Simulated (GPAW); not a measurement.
**Si2Mo: optical spectrum from first principles**

Aim: the dielectric function of Si2Mo, and the optical constants that follow from it. The cell comes from an older database entry, whose edges can differ from later determinations, mostly by under a per cent.

Calculated with GPAW 26.7.0; DFT, PBE, plane-wave PAW (GPAW data sets), scalar-relativistic, RPA, optical limit.

Most raw output is cut from this account.

The database entry behind the starting cell is an old determination (1927), so it need not match the best structure at ambient conditions.

**1. The structure**

Symmetry: I4/mmm, No. 139, tetragonal system. The conventional cell has a = 3.200 Å, b = 3.200 Å, c = 7.861 Å, α = 90.00°, β = 90.00°, γ = 90.00°. Nearest to Mo lie 10 Si at 2.62 Å. Nearest to Si lie 5 Si at 2.61 to 2.63 Å and 5 Mo at 2.62 Å. Farther neighbours are not listed.

As a file:

```
Mo Si
1.0
    -1.60000    1.60000    3.93050
     1.60000   -1.60000    3.93050
     1.60000    1.60000   -3.93050
Mo Si
1 2
Cartesian
  0.0000 0.0000 0.0000
  0.0000 0.0000 5.2433
  0.0000 0.0000 2.6177
```

**2. Ground state**

The self-consistent density comes first; it also tells whether there is a gap, which decides the occupations and the need for a Drude term.

This step: DFT, PBE, plane-wave PAW (GPAW data sets), scalar-relativistic, ground state (GPAW 26.7.0).

Contents of gs.py:

```python
from ase import Atoms
from ase.dft.bandgap import bandgap
from gpaw import GPAW, PW, FermiDirac

atoms = Atoms(['Mo', 'Si', 'Si'],
              cell=[[-1.60000000, 1.60000000, 3.93050000],
                    [1.60000000, -1.60000000, 3.93050000],
                    [1.60000000, 1.60000000, -3.93050000]],
              scaled_positions=[[0.00000000, 0.00000000, 0.00000000],
                                [0.66700000, 0.66700000, 0.00000000],
                                [0.33300000, 0.33300000, 0.00000000]],
              pbc=[True, True, True])
atoms.calc = GPAW(mode=PW(400), xc='PBE', kpts={'size': (10, 10, 10), 'gamma': True},
                  occupations=FermiDirac(0.05), maxiter=150, txt='gs.txt')
print('energy (eV)', atoms.get_potential_energy())
print('Fermi level (eV)', atoms.calc.get_fermi_level())
print('valence electrons', atoms.calc.get_number_of_electrons())
print('gap (eV)', bandgap(atoms.calc, output=None)[0])
print('direct gap (eV)', bandgap(atoms.calc, direct=True, output=None)[0])
atoms.calc.write('gs.gpw')
```

Launch:

```console
> OMP_NUM_THREADS=1 python gs.py
```

Run time: 33 s. Hardware: 1 thread of Arm Neoverse V2, shared host; peak memory 0.17 GiB.

This step gave:

| Quantity | Value |
| --- | --- |
| energy | -23.48 eV |
| Fermi energy | 12.10 eV |
| electrons | 22 |

There are states at the Fermi level within the smearing, so the occupations stay smeared and the carriers get a Drude term.

**3. Bands for the response**

The response needs many more empty bands than the density does.

This step: DFT, PBE, plane-wave PAW (GPAW data sets), scalar-relativistic, bands at fixed density (GPAW 26.7.0).

Contents of nscf.py:

```python
from ase.dft.bandgap import bandgap
from gpaw import GPAW, FermiDirac

calc = GPAW('gs.gpw').fixed_density(kpts={'size': (18, 18, 18), 'gamma': True}, nbands=39, convergence={'bands': 33},
                                    occupations=FermiDirac(0.05), txt='nscf.txt')
print('gap (eV)', bandgap(calc, output=None)[0])
print('direct gap (eV)', bandgap(calc, direct=True, output=None)[0])
print('top band over the Fermi level (eV)', min(calc.get_eigenvalues(kpt=k)[32] for k in range(len(calc.get_ibz_k_points()))) - calc.get_fermi_level())
calc.write('full.gpw', mode='all')
```

Launch:

```console
> OMP_NUM_THREADS=1 python nscf.py
```

Wall time 8.2 min (1 thread); peak memory 0.46 GiB.

**4. Dielectric function, RPA**

Local fields let the induced charge screen the field inside the cell, which as a rule lowers ε, most along directions where the density is uneven.

This step: DFT, PBE, plane-wave PAW (GPAW data sets), scalar-relativistic, RPA, optical limit (GPAW 26.7.0).

Contents of df.py:

```python
from gpaw.response.df import DielectricFunction

df = DielectricFunction('full.gpw', frequencies={'type': 'nonlinear', 'domega0': 0.03, 'omega2': 8},
                        ecut=80,
                        eta=0.1,
                        nbands=33,
                        rate=0.03,
                        txt='df.txt')
for direction in ['x', 'z']:
    df.get_dielectric_function(xc='RPA', direction=direction, filename=f'df_{direction}.csv')
```

Launch:

```console
> OMP_NUM_THREADS=1 python df.py
```

It took 82 s on 1 thread; peak memory 0.4 GiB.

This step gave:

* centre of weight of the strongest loss peak in the window: 21.19 eV

Some rows of df_x.csv (energy; Re and Im without local fields; Re and Im with them):

```text
0.000000, 3607.790182, -0.000000, 3607.051982, -0.000000
0.555532, 10.611825, 4.127341, 9.895966, 4.081356
1.143969, 18.833291, 3.865101, 17.992901, 3.843492
1.768324, 20.847194, 4.704612, 19.778401, 4.492444
2.431988, 23.529662, 13.440089, 22.442191, 12.251536
3.138794, 21.089296, 15.091929, 20.504408, 13.995916
3.893091, 15.353425, 30.687703, 15.760528, 28.412564
4.699832, 3.020191, 20.509212, 4.038046, 19.757265
5.564682, -0.726762, 24.660529, 0.336218, 24.468168
6.494155, -9.416039, 14.748424, -8.968295, 15.238512
7.495775, -8.630821, 7.476277, -8.694212, 7.814694
8.578281, -6.272872, 4.168158, -6.406046, 4.225848
9.751884, -4.938094, 2.502440, -4.943485, 2.534759
11.028587, -3.361015, 1.555984, -3.379515, 1.552292
12.422601, -2.445648, 1.033750, -2.451710, 1.025141
13.950874, -1.705014, 0.690641, -1.702217, 0.690883
15.633783, -1.074413, 0.339801, -1.077209, 0.338744
17.496047, -0.557636, 0.194836, -0.579329, 0.201217
19.567954, -0.159502, 0.153890, -0.196188, 0.144956
21.887015, 0.100375, 0.144940, 0.067905, 0.125301
24.500258, 0.321315, 0.097055, 0.279743, 0.079460
```

Sum at mesh points, not converged in k. The Im ε by photon energy; read off at these points:

```csv
photon energy (eV),E ∥ x,E ∥ z
0.50,4.45,3.91
1.00,4.05,3.31
1.50,4.68,9.04
2.00,5.21,13.7
2.50,12.7,37.4
3.00,13.9,32.9
3.50,19.2,22.2
4.00,29.6,20.4
4.50,21.6,15.5
5.00,20.5,13.6
5.50,24.2,18.1
5.61,24.6,17.8
6.00,21.9,19.6
6.50,15.2,18.4
7.00,11.2,14.8
7.50,7.79,9.80
8.00,5.97,5.98
8.50,4.44,4.26
9.00,4.10,3.52
9.50,3.11,2.81
10.00,2.31,1.92
10.50,1.70,1.58
11.00,1.58,1.10
11.50,1.40,0.924
12.00,1.28,0.745
12.50,0.999,0.684
13.00,0.836,0.577
13.50,0.754,0.571
14.00,0.675,0.441
14.50,0.560,0.383
15.00,0.415,0.322
15.50,0.348,0.302
16.00,0.306,0.273
16.50,0.266,0.215
17.00,0.243,0.197
17.50,0.201,0.156
18.00,0.176,0.132
18.50,0.156,0.125
19.00,0.161,0.118
19.50,0.146,0.113
20.00,0.135,0.115
20.50,0.121,0.101
21.00,0.124,0.0957
21.50,0.133,0.0867
22.00,0.121,0.0799
22.50,0.108,0.0805
23.00,0.0992,0.0745
23.50,0.0994,0.0717
24.00,0.0914,0.0730
24.50,0.0795,0.0779
```

Values under 1 per cm are given as 1; sum at mesh points, not converged in k. The absorption coefficient by photon energy:

```csv
photon energy (eV),E ∥ x (1/cm),E ∥ z (1/cm)
0.5,38638,94660
1.0,49851,36724
1.5,84813,1.2e5
2.0,1.1e5,2.3e5
2.5,3.3e5,8.2e5
3.0,4.5e5,1.2e6
3.5,6.8e5,1.1e6
4.0,1.3e6,1.3e6
4.5,1.4e6,1.3e6
5.0,1.4e6,1.2e6
5.5,1.9e6,1.6e6
6.0,2.4e6,1.9e6
6.5,2.4e6,2.4e6
7.0,2.6e6,2.6e6
7.5,2.4e6,2.6e6
8.0,2.4e6,2.6e6
8.5,2.3e6,2.5e6
9.0,2.3e6,2.4e6
9.5,2.3e6,2.4e6
10.0,2.2e6,2.3e6
10.5,2.2e6,2.3e6
11.0,2.1e6,2.2e6
11.5,2.0e6,2.1e6
12.0,2.1e6,2.0e6
12.5,2.0e6,2.0e6
13.0,1.9e6,1.9e6
13.5,1.9e6,1.9e6
14.0,1.9e6,1.8e6
14.5,1.8e6,1.8e6
15.0,1.8e6,1.7e6
15.5,1.7e6,1.6e6
16.0,1.6e6,1.6e6
16.5,1.5e6,1.5e6
17.0,1.5e6,1.5e6
17.5,1.4e6,1.4e6
18.0,1.3e6,1.2e6
18.5,1.2e6,1.1e6
19.0,1.1e6,1.0e6
19.5,9.5e5,9.2e5
20.0,8.4e5,7.8e5
20.5,6.7e5,6.7e5
21.0,5.3e5,5.3e5
21.5,4.6e5,3.7e5
22.0,4.0e5,2.7e5
22.5,3.2e5,2.4e5
23.0,2.7e5,2.0e5
23.5,2.5e5,1.8e5
24.0,2.2e5,1.7e5
24.5,1.8e5,1.8e5
```

The loss function −Im 1/ε at q → 0 has structure finer than the step of the table below, so its rows give means over 1 eV, whole bins alone (the curve runs from 0.305 to 25.0 eV). Peaks (eV: height): E ∥ x 21.0: 8.15; E ∥ z 21.2: 11.5.

Sum at mesh points, not converged in k. Table of loss function −Im 1/ε at q → 0 by energy loss; means over each step:

```csv
energy loss (eV),E ∥ x,E ∥ z
1,0.0169,0.0233
2,0.0127,0.0124
3,0.0222,0.0313
4,0.0316,0.0526
5,0.0453,0.0655
6,0.0426,0.0521
7,0.0504,0.0485
8,0.0639,0.0501
9,0.0799,0.0627
10,0.0845,0.0663
11,0.114,0.0744
12,0.140,0.0930
13,0.168,0.130
14,0.202,0.157
15,0.219,0.201
16,0.299,0.281
17,0.430,0.370
18,0.704,0.591
19,1.55,1.41
20,3.81,3.97
21,7.51,9.49
22,5.51,5.56
23,2.65,1.96
24,1.36,0.971
```

The Im ε, E ∥ x has structure finer than the step of the table below, so its rows give means over 1 eV, whole bins alone (the curve runs from 0.305 to 25.0 eV). Peaks (eV: height): without local fields 4.0: 31.6, 5.6: 24.8; with local fields 4.0: 29.6, 5.6: 24.6.

Sum at mesh points, not converged in k. The Im ε, E ∥ x by photon energy; means over each step:

```csv
photon energy (eV),without local fields,with local fields
1,4.29,4.23
2,7.18,6.68
3,15.5,14.3
4,26.8,25.2
5,21.8,21.3
6,20.6,21.0
7,10.8,11.3
8,5.83,6.02
9,3.88,3.87
10,2.28,2.30
11,1.56,1.55
12,1.24,1.23
13,0.875,0.866
14,0.667,0.665
15,0.435,0.433
16,0.304,0.309
17,0.228,0.236
18,0.173,0.177
19,0.159,0.156
20,0.144,0.134
21,0.140,0.124
22,0.141,0.122
23,0.119,0.101
24,0.104,0.0894
```

Sum at mesh points, not converged in k. Reflectivity at normal incidence against photon energy; read off at these points:

```csv
photon energy (eV),E ∥ x (%),E ∥ z (%)
0.50,26.7,39.7
1.00,37.6,42.5
1.50,38.5,49.2
2.00,42.3,51.9
2.50,45.8,59.1
2.86,45.7,60.0
3.00,45.9,59.7
3.50,49.7,53.8
4.00,55.8,54.9
4.07,56.1,54.5
4.50,52.2,49.3
5.00,50.8,44.0
5.50,55.8,50.0
6.00,62.0,53.3
6.50,63.5,59.8
7.00,68.1,63.8
7.50,67.7,68.4
8.00,68.1,72.6
8.50,69.3,74.2
9.00,66.3,72.6
9.50,70.2,74.0
10.00,71.2,77.2
10.31,72.9,76.9
10.50,72.6,76.7
11.00,70.1,79.6
11.50,68.3,79.1
12.00,68.7,79.5
12.10,70.3,79.7
12.50,70.2,77.4
13.00,69.8,77.6
13.50,69.8,75.1
14.00,69.4,77.7
14.50,70.9,77.3
15.00,74.4,77.5
15.25,74.6,77.3
15.50,74.2,75.6
16.00,73.8,75.4
16.50,73.1,77.2
17.00,72.1,76.3
17.50,72.2,77.5
18.00,71.5,77.1
18.50,69.4,74.0
19.00,64.2,71.0
19.50,61.0,66.4
20.00,57.2,60.3
20.50,50.2,55.1
21.00,38.6,46.9
21.50,29.5,35.3
22.00,26.2,25.7
22.50,20.8,19.5
23.00,16.4,15.5
23.50,13.4,12.3
24.00,11.4,9.94
24.50,9.44,8.56
```

From ε follow the optical constants at some laser and lamp lines:

```csv
wavelength (nm),n x,k x,R (%) x,1/α x,n z,k z,R (%) z,1/α z
1550,4.02,0.399,36.6,309 nm,4.14,0.324,37.6,381 nm
800,4.23,0.492,38.7,129 nm,5.58,0.917,49.4,69 nm
633,4.62,0.557,42.0,90 nm,5.80,1.124,51.1,45 nm
450,4.71,1.324,45.2,27 nm,5.15,3.591,59.4,10.0 nm
405,4.72,1.476,45.9,22 nm,4.07,3.800,59.4,8.5 nm
308,4.57,3.236,56.0,7.6 nm,3.05,3.263,54.9,7.5 nm
248,3.61,2.843,50.8,6.9 nm,2.89,2.346,44.0,8.4 nm
```

In reflection the computed colour is light grey: x = 0.304, y = 0.327, luminous reflectivity 51 %.

**5. Outcome**

| Quantity | Value |
| --- | --- |
| centre of weight of the strongest loss peak in the window, first axis | 21.2 eV |

In words: At this level (PBE, RPA) Si2Mo is a metal. The mesh is too coarse to trust the carriers' weight, the reflectivity or the colour to better than tens of per cent. In reflection the computed colour is light grey: x = 0.304, y = 0.327, luminous reflectivity 51 %. The carriers' damping of 0.03 eV is typed, not computed; it shapes the response at the lowest energies. The curves end at 25 eV, about where the summed bands run out. In this version of GPAW the matrix elements of the optical limit are incomplete, which can lower ε − 1 by up to a tenth where first-row anions or d states rule, and shift it by more in d metals. GPAW's carrier term has the form −ωp²/(ω + i·rate)², which damps like twice the rate and fails at low energy, so the curves leave the lowest energies out. The sum runs over mesh points 0.15 Å⁻¹ apart with no interpolation, so peaks are partly noise of the mesh, and the Drude plasma energy, a sum over the Fermi surface, isn't converged.

[Machine, clock and banner lines and Python warnings are left out of the logs.]

[Logs are printed without paths, hosts, clocks, repeated set-up lines and the standing remarks that a program may print on its own settings, such as how far it seeks lower states.]

[Hosts, paths, dates, database ids (printed as entryN), source tags and the programs' standing remarks are cut or masked in the printed files.]
